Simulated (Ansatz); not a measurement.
# How fast states decay through Na4BeP2, part 3 of 4

Wanted: the relaxed cell of Na4BeP2, its band edges and its decay constants. It is built by putting Na for K in the K4BeP2 structure of space group R-3m, with the volume rescaled by atomic radii. The parent structure comes from the Materials Project.

Ansatz 0.2.0; LDA DFT, plane waves, PAW files (the session's first sound run).

So far, gap on the k-mesh (eV): step 3 (the bulk crystal and its band edges) 0.996; step 4 (complex bands, plane (001)) 0.996.

The structure was built from a prototype and need not be the compound's stable phase.

### Step 6. Decaying states in the gap, plane (101)

Level of this step: LDA DFT, plane waves, PAW files; complex bands by layer matching along the plane's normal (Ansatz).

The same for the (101) plane, at (0, 0) and (0, -0.5), to see how the decay depends on direction.

File input.yaml:

```yaml
crystal:
  lattice:
    - [4.816056229, 0.0, 0.0]
    - [2.408028114, 7.766545149, 0.0]
    - [2.408028114, -0.746612463, 4.103458058]
  atoms:
    - { symbol: Na, position: [0.7750860402, 0.8373709397, 0.6124569799] }
    - { symbol: Na, position: [0.2249139598, 0.1626290603, 0.3875430201] }
    - { symbol: Na, position: [0.4176818966, 0.3734771551, 0.7911590517] }
    - { symbol: Na, position: [0.5823181034, 0.6265228449, 0.2088409483] }
    - { symbol: Be, position: [0.0, 0.0, 0.0] }
    - { symbol: P, position: [0.1711269676, 0.7433095486, 0.9144365162] }
    - { symbol: P, position: [0.8288730324, 0.2566904514, 0.0855634838] }
kpoints:
  mp_grid: { grid: [6, 6, 6] }
scf:
  occupations: { method: fixed }
hamiltonian:
  xc: lda
output:
  eigenvalues: true
  transmission:
    leads: [[0, 0]]
    kpoints: [[0.0, 0.0], [0.0, -0.5]]
    e_range: [-1.0, 2.0]
    de: 0.06
```

On the command line:

```
> ansatz run input.yaml --threads 2 --pin off --max-ram 4096MiB --backend cpu --events-out ev --progress --plain --runs-dir out
```

Numbers of over 12 decimals in the logs are rounded to 6 here.

The program printed:

```text
[...]
Crystal: 7 atoms, lattice volume = 153.486 Å³
Basis set: ecut = 420 eV, 2953 PW (Γ)
Bands: 31, of which v1, the nominal top of the filled ones, is band 24 counted from 1 (23 counted from 0)
Symmetry: 12 space group operations
[...]
k-points: 32 of 216
[...]
SCF iter   1: F=—  HF=-7409.227112 eV  |F-HF|=—  |Δ(HF+E_count)|=         —  Δρ=6.59e-3  dr2=5.50e-2  ethr=1.77e-3  ⟨swp⟩=5.7  Hψ=3976  notcnv=0  defer=144
[...]
SCF iter   7: F=-7409.200316 eV  HF=-7409.200316 eV  |F-HF|=1.10e-8  |Δ(HF+E_count)|=   1.63e-7  Δρ=3.75e-6  dr2=5.79e-8  ethr=2.08e-10  ⟨swp⟩=11.6  Hψ=4938  notcnv=0
SCF 1 converged in 7 iterations: F = -7409.200316 eV  dr2 = 5.79e-8
[...]
transmission: 6 of 12 steps passed
transmission: 12 of 12 steps passed
SCF converged after 7 iterations
Free energy (F): -7409.200316 eV
[...]
Internal energy: -7409.200316 eV  (E = F + TS)
E sigma→0 (E₀):  -7409.200316 eV
Fermi energy:    3.004244 eV
[...]
--- Band table (eV; the first three rows and the last of 32) ---
  k-point 0: bands = [... 20 lower, 2.1903, 2.1903, 2.8750, 2.8750, 3.9998, 6.2706, 7.2711, 7.2711, ... 3 higher]
  k-point 1: bands = [... 20 lower, 1.7935, 2.1094, 2.4282, 2.7678, 4.8123, 6.0346, 6.9143, 7.1910, ... 3 higher]
  k-point 2: bands = [... 20 lower, 1.6912, 1.8378, 1.9648, 2.5730, 4.9227, 5.5498, 7.0646, 7.0671, ... 3 higher]
  k-point 31: bands = [... 20 lower, 0.9684, 1.3211, 1.8771, 1.9763, 5.0424, 5.5743, 7.1523, 7.5566, ... 3 higher]
--- Transmission ---
  basis      : 325 plane waves across, 6 finite elements along
  points     : 2, as listed
[...]
crystal 0  : Na4P2Be1, at the sites [0, 0], period 4.1035 Å: whole cells are its period
[...]
channels       : 0.000000e0 a spin
[...]
slowest decay  : 0.1379 /Å at (0.0000, 0.0000)
```

Run time: 58 s. Hardware: 2 threads of Arm Neoverse V2, shared host; peak memory 1.1 GiB.

Numbers from this step:

```
decay constant at the filling level, zone centre          : 0.1379 Å⁻¹
decay constant at the filling level, slowest listed point : 0.1379 Å⁻¹
```

K parallel (0, 0); values up to 1.5 1/Å, a degenerate pair printed once or twice; energies at which all values exceed this have no row. Im kz of the slowest decaying states against energy, zero at the highest filled level on the SCF mesh:

```csv
energy (eV),decay 1 (Å⁻¹),decay 2 (Å⁻¹),decay 3 (Å⁻¹),decay 4 (Å⁻¹)
-1.00,0.512,0.668,0.884,0.986
-0.88,0.453,0.703,0.862,1.02
-0.70,0.0782,0.262,0.333,0.515
-0.52,0.117,0.382,0.471,0.821
-0.40,0.132,0.429,0.452,0.810
-0.28,0.143,0.436,0.462,0.798
-0.10,0.0573,0.123,0.151,0.414
0.02,0.127,0.150,0.263,0.400
0.08,0.149,0.304,0.393,0.523
0.20,0.163,0.364,0.378,0.534
0.32,0.151,0.194,0.362,0.408
0.50,0.138,0.220,0.336,0.457
0.68,0.117,0.238,0.307,0.495
0.80,0.0954,0.247,0.285,0.521
0.92,0.0614,0.254,0.260,0.540
1.10,0.216,0.261,0.548,0.617
1.28,0.155,0.265,0.553,0.586
1.40,0.0922,0.265,0.555,0.565
1.52,0.265,0.543,0.556,0.669
1.70,0.262,0.506,0.555,0.645
1.88,0.256,0.465,0.552,0.619
2.00,0.251,0.434,0.549,0.602
```

K parallel (0, 0). Table of Re kz of states that move upwards by energy, zero at the highest filled level on the SCF mesh:

```csv
energy (eV),channel 1 (Å⁻¹),channel 2 (Å⁻¹),channel 3 (Å⁻¹)
-1.00,-0.435,-0.421,-0.112
-0.88,-0.370,-0.227,-0.0636
-0.82,-0.346,-0.0654,-0.0187
-0.70,-0.301,-,-
-0.58,-0.257,-,-
-0.46,-0.558,-0.212,-
-0.40,-0.465,-0.188,-
-0.28,-0.312,-0.136,-
-0.16,-0.130,-0.0592,-
-0.04,-,-,-
0.02,-,-,-
0.14,-,-,-
0.26,-,-,-
0.32,-,-,-
0.44,-,-,-
0.56,-,-,-
0.68,-,-,-
0.74,-,-,-
0.86,-,-,-
0.98,-,-,-
1.04,0.0488,-,-
1.16,0.0969,-,-
1.28,0.131,-,-
1.40,0.162,-,-
1.46,0.176,-,-
1.58,-0.639,0.204,-
1.70,-0.584,0.231,-
1.82,-0.541,0.258,-
1.88,-0.522,0.272,-
2.00,-0.487,0.300,-
```

K parallel (0, -0.5); values up to 1.5 1/Å, a degenerate pair printed once or twice; energies at which all values exceed this have no row. The Im kz of the slowest decaying states by energy, zero at the highest filled level on the SCF mesh:

```csv
energy (eV),decay 1 (Å⁻¹),decay 2 (Å⁻¹),decay 3 (Å⁻¹),decay 4 (Å⁻¹)
-1.00,0.530,0.777,0.835,1.10
-0.88,0.0219,0.0514,0.539,0.729
-0.70,0.125,0.283,0.549,0.645
-0.52,0.166,0.367,0.536,0.555
-0.40,0.185,0.403,0.436,0.558
-0.28,0.199,0.278,0.430,0.558
-0.10,0.214,0.457,0.558,0.734
0.02,0.0441,0.144,0.220,0.468
0.08,0.0867,0.223,0.275,0.471
0.20,0.133,0.226,0.419,0.460
0.32,0.163,0.228,0.480,0.546
0.50,0.196,0.226,0.519,0.537
0.68,0.220,0.526,0.544,0.632
0.80,0.223,0.517,0.556,0.614
0.92,0.223,0.506,0.565,0.597
1.10,0.204,0.237,0.488,0.570
1.28,0.184,0.243,0.466,0.543
1.40,0.167,0.244,0.448,0.525
1.52,0.145,0.243,0.427,0.508
1.70,0.0935,0.240,0.386,0.488
1.88,0.232,0.329,0.478,0.535
2.00,0.225,0.277,0.476,0.528
```

At the listed wavevectors the last open channel is at -0.04 eV and the next at +1.04 eV on the grid. At +0.50 eV, the grid energy nearest the filling level (the middle of the gap on the SCF mesh), the slowest state at the listed wavevectors decays with κ = 0.138 Å⁻¹, its amplitude falling by e over 7.3 Å; the first such run, plane (001), gave 0.165 Å⁻¹.

### Step 7. Band edges at another level, cutoff 500 eV

This step: r2SCAN DFT, plane waves, PAW files (Ansatz 0.2.0).

The edges again with r2SCAN, at the same atoms. Against that run the cutoff is 500 eV against 420.

File input.yaml:

```yaml
crystal:
  lattice:
    - [2.4080281145, 1.3902756801, 7.641096589]
    - [-2.4080281145, 1.3902756801, 7.641096589]
    - [0.0, -2.7805513602, 7.641096589]
  atoms:
    - { symbol: Na, position: [0.6124569799, 0.6124569799, 0.6124569799] }
    - { symbol: Na, position: [0.3875430201, 0.3875430201, 0.3875430201] }
    - { symbol: Na, position: [0.7911590517, 0.7911590517, 0.7911590517] }
    - { symbol: Na, position: [0.2088409483, 0.2088409483, 0.2088409483] }
    - { symbol: Be, position: [0.0, 0.0, 0.0] }
    - { symbol: P, position: [0.9144365162, 0.9144365162, 0.9144365162] }
    - { symbol: P, position: [0.0855634838, 0.0855634838, 0.0855634838] }
kpoints:
  mp_grid: { grid: [6, 6, 6] }
  band_path: { path: [VBM, CBM], npoints: 30 }
scf:
  occupations: { method: fixed }
hamiltonian:
  xc: r2scan
output:
  eigenvalues: true
```

The program printed:

```text
[...]
Crystal: 7 atoms, lattice volume = 153.486 Å³
Basis set: ecut = 500 eV, 3897 PW (Γ), FFT grids on a1−a3, a2−a3, a3, exchange–correlation on 144×144×240 points (64 copies of the dense FFT grid, shifted against one another)
Bands: 31, of which v1, the nominal top of the filled ones, is band 24 counted from 1 (23 counted from 0)
Symmetry: 12 space group operations
[...]
k-points: 32 of 216
[...]
SCF iter   1: F=—  HF=-7569.621277 eV  |F-HF|=—  |Δ(HF+E_count)|=         —  Δρ=7.05e-3  dr2=4.31e-2  dr2_τ=3.49e-2  ethr=1.77e-3  ⟨swp⟩=5.6  Hψ=3804  notcnv=0  defer=155
[...]
SCF iter   7: F=-7569.645837 eV  HF=-7569.645837 eV  |F-HF|=1.02e-10  |Δ(HF+E_count)|=   3.15e-8  Δρ=1.66e-6  dr2=5.62e-9  dr2_τ=1.15e-10  ethr=1.09e-10  ⟨swp⟩=1.0  Hψ=2684  notcnv=0
SCF 1 converged in 7 iterations: F = -7569.645837 eV  dr2 = 5.62e-9
[...]
SCF converged after 7 iterations
Free energy (F): -7569.645837 eV
[...]
Internal energy: -7569.645837 eV  (E = F + TS)
E sigma→0 (E₀):  -7569.645837 eV
Fermi energy:    3.032109 eV
[...]
--- Band table (eV; the first three rows and the last of 32) ---
  k-point 0: bands = [... 20 lower, 2.1936, 2.1936, 2.9086, 2.9086, 4.6787, 7.0838, 7.7272, 7.7272, ... 3 higher]
  k-point 1: bands = [... 20 lower, 1.8010, 2.1155, 2.5018, 2.8046, 5.4343, 6.4892, 7.6484, 7.6742, ... 3 higher]
  k-point 2: bands = [... 20 lower, 1.7126, 1.9154, 1.9747, 2.6136, 5.3272, 6.2075, 7.5258, 7.7848, ... 3 higher]
  k-point 31: bands = [... 20 lower, 2.1238, 2.1238, 3.0321, 3.0321, 5.4834, 6.6749, 7.5043, 7.5043, ... 3 higher]
```

The job ended after 22 s (2 threads; peak memory 0.7 GiB; 44 s of CPU time).

Numbers from this step:

| Property | Result |
| --- | --- |
| free energy | -7569.6458 eV |
| Fermi energy | 3.032 eV |
| gap on the k-mesh | 1.647 eV |
| gap on path | 1.647 eV, by band count; negative where bands overlap |
| direct gap on path | 1.770 eV |

The electronic bands at the labelled points (eV, zero at the Fermi level (highest filled level under fixed occupations); v1 is the highest filled band, c1 the lowest empty one):

```csv
point,v4,v3,v2,v1,c1,c2,c3,c4
VBM,-0.91,-0.91,0.00,0.00,2.45,3.64,4.47,4.47
halfway,-0.88,-0.88,-0.06,-0.06,2.04,3.85,4.57,4.57
CBM,-0.84,-0.84,-0.12,-0.12,1.65,4.05,4.70,4.70
```

The searched edges give 1.65 eV, as on the mesh.

For the gap on the k-mesh, step 3 gave 0.996 eV; this run, with r2SCAN and cutoff 500 eV, gives 1.65 eV.

### Step 8. Complex bands at another level, cutoff 500 eV

This step: r2SCAN DFT, plane waves, PAW files; complex bands by layer matching along the plane's normal (Ansatz 0.2.0).

The complex bands at that level, over its own gap, at (0, 0) and (0.5, 0).

File input.yaml:

```yaml
crystal:
  lattice:
    - [4.816056229, 0.0, 0.0]
    - [2.408028114, 4.17082704, 0.0]
    - [2.408028114, 1.39027568, 7.641096589]
  atoms:
    - { symbol: Na, position: [0.3875430201, 0.3875430201, 0.8373709397] }
    - { symbol: Na, position: [0.6124569799, 0.6124569799, 0.1626290603] }
    - { symbol: Na, position: [0.2088409483, 0.2088409483, 0.3734771551] }
    - { symbol: Na, position: [0.7911590517, 0.7911590517, 0.6265228449] }
    - { symbol: Be, position: [0.0, 0.0, 0.0] }
    - { symbol: P, position: [0.0855634838, 0.0855634838, 0.7433095486] }
    - { symbol: P, position: [0.9144365162, 0.9144365162, 0.2566904514] }
kpoints:
  mp_grid: { grid: [6, 6, 6] }
scf:
  occupations: { method: fixed }
hamiltonian:
  xc: r2scan
output:
  eigenvalues: true
  transmission:
    leads: [[0, 0]]
    kpoints: [[0.0, 0.0], [0.5, 0.0]]
    e_range: [-1.0, 2.65]
    de: 0.06
```

The program printed:

```text
[...]
Crystal: 7 atoms, lattice volume = 153.486 Å³
Basis set: ecut = 500 eV, 3897 PW (Γ), exchange–correlation on 144×144×240 points (64 copies of the dense FFT grid, shifted against one another)
Bands: 31, of which v1, the nominal top of the filled ones, is band 24 counted from 1 (23 counted from 0)
Symmetry: 12 space group operations
[...]
k-points: 32 of 216
[...]
SCF iter   1: F=—  HF=-7569.621167 eV  |F-HF|=—  |Δ(HF+E_count)|=         —  Δρ=7.05e-3  dr2=4.31e-2  dr2_τ=3.49e-2  ethr=1.77e-3  ⟨swp⟩=5.5  Hψ=3825  notcnv=0  defer=155
[...]
SCF iter   7: F=-7569.645837 eV  HF=-7569.645837 eV  |F-HF|=9.64e-11  |Δ(HF+E_count)|=   2.96e-8  Δρ=1.66e-6  dr2=5.63e-9  dr2_τ=1.16e-10  ethr=1.05e-10  ⟨swp⟩=1.0  Hψ=2684  notcnv=0
SCF 1 converged in 7 iterations: F = -7569.645837 eV  dr2 = 5.63e-9
[...]
transmission: 11 of 22 steps passed
transmission: 22 of 22 steps passed
SCF converged after 7 iterations
Free energy (F): -7569.645837 eV
[...]
Internal energy: -7569.645837 eV  (E = F + TS)
E sigma→0 (E₀):  -7569.645837 eV
Fermi energy:    3.032108 eV
[...]
--- Band table (eV; the first three rows and the last of 32) ---
  k-point 0: bands = [... 20 lower, 2.1936, 2.1936, 2.9086, 2.9086, 4.6787, 7.0838, 7.7272, 7.7272, ... 3 higher]
  k-point 1: bands = [... 20 lower, 2.1743, 2.1743, 2.9410, 2.9410, 4.8799, 6.9775, 7.6623, 7.6623, ... 3 higher]
  k-point 2: bands = [... 20 lower, 2.1396, 2.1396, 3.0026, 3.0026, 5.2739, 6.7820, 7.5528, 7.5528, ... 3 higher]
  k-point 31: bands = [... 20 lower, 1.0133, 1.3764, 1.9267, 2.0545, 5.4664, 6.0217, 7.6701, 8.2463, ... 3 higher]
--- Transmission ---
  basis      : 211 plane waves across, 11 finite elements along
  points     : 2, as listed
[...]
crystal 0  : Na4P2Be1, at the sites [0, 0], period 7.6411 Å: whole cells are its period
[...]
channels       : 0.000000e0 a spin
[...]
slowest decay  : 0.2114 /Å at (0.0000, 0.0000)
```

Elapsed: 35 s, on 2 threads; peak memory 0.97 GiB; 67 s of CPU time.

Numbers from this step:

```
level to which the leads are filled                       : 0.8233 eV from the Fermi level
decay constant at the filling level, zone centre          : 0.2114 Å⁻¹
decay constant at the filling level, slowest listed point : 0.2114 Å⁻¹
```

K parallel (0, 0); values up to 1.5 1/Å, a degenerate pair printed once or twice; energies at which all values exceed this have no row. Im kz of the slowest decaying states against energy, zero at the highest filled level on the SCF mesh:

```csv
energy (eV),decay 1 (Å⁻¹),decay 2 (Å⁻¹),decay 3 (Å⁻¹),decay 4 (Å⁻¹)
-1.00,0.126,0.286,1.12,1.24
-0.82,0.119,0.162,1.09,1.23
-0.64,0.186,0.274,1.07,1.22
-0.46,0.204,0.283,1.05,1.22
-0.28,0.216,0.234,1.03,1.20
-0.10,0.224,1.01,1.18,1.20
0.02,0.106,0.227,0.994,1.17
0.08,0.200,0.228,0.987,1.16
0.26,0.229,0.318,0.965,1.14
0.44,0.227,0.379,0.942,1.11
0.62,0.221,0.418,0.919,1.09
0.80,0.211,0.446,0.896,1.07
0.98,0.197,0.465,0.872,1.04
1.16,0.177,0.479,0.847,1.02
1.34,0.147,0.489,0.822,0.993
1.52,0.0990,0.496,0.796,0.967
1.70,0.499,0.769,0.940,1.07
1.88,0.500,0.741,0.913,1.06
2.06,0.499,0.712,0.885,1.04
2.24,0.496,0.681,0.856,1.03
2.42,0.491,0.650,0.826,1.01
2.60,0.102,0.484,0.617,0.795
```

K parallel (0.5, 0); values up to 1.5 1/Å, a degenerate pair printed once or twice; energies at which all values exceed this have no row. Table of Im kz of the slowest decaying states by energy, zero at the highest filled level on the SCF mesh:

```csv
energy (eV),decay 1 (Å⁻¹),decay 2 (Å⁻¹),decay 3 (Å⁻¹),decay 4 (Å⁻¹)
-1.0000,0.137,0.154,0.985,-
-0.7600,0.172,0.196,0.960,-
-0.5200,0.0493,0.230,0.934,-
-0.2200,0.257,0.900,-,-
0.0200,0.212,0.269,0.873,-
0.2600,0.275,0.279,0.844,1.50
0.5000,0.276,0.317,0.814,1.48
0.7400,0.271,0.340,0.783,1.46
0.9800,0.261,0.353,0.752,1.44
1.2200,0.245,0.360,0.719,1.42
1.5200,0.211,0.360,0.675,1.40
1.7600,0.156,0.355,0.639,1.38
2.0000,0.221,0.345,0.601,1.36
2.2400,0.227,0.331,0.561,1.34
2.4800,0.219,0.312,0.519,1.32
```

At the listed wavevectors the last open channel is at -0.04 eV and the next at +1.70 eV on the grid. At +0.80 eV, the grid energy nearest the filling level (the middle of the gap on the SCF mesh), the slowest state at the listed wavevectors decays with κ = 0.211 Å⁻¹, its amplitude falling by e over 4.7 Å; the first such run, plane (001), gave 0.165 Å⁻¹.

(Continued in part 4 of 4.)

[Logs are printed without paths, hosts, clocks, repeated set-up lines and the standing remarks that a program may print on its own settings, such as how far it seeks lower states.]

[Hosts, paths, dates, database ids (printed as entryN), source tags and the programs' standing remarks are cut or masked in the printed files.]
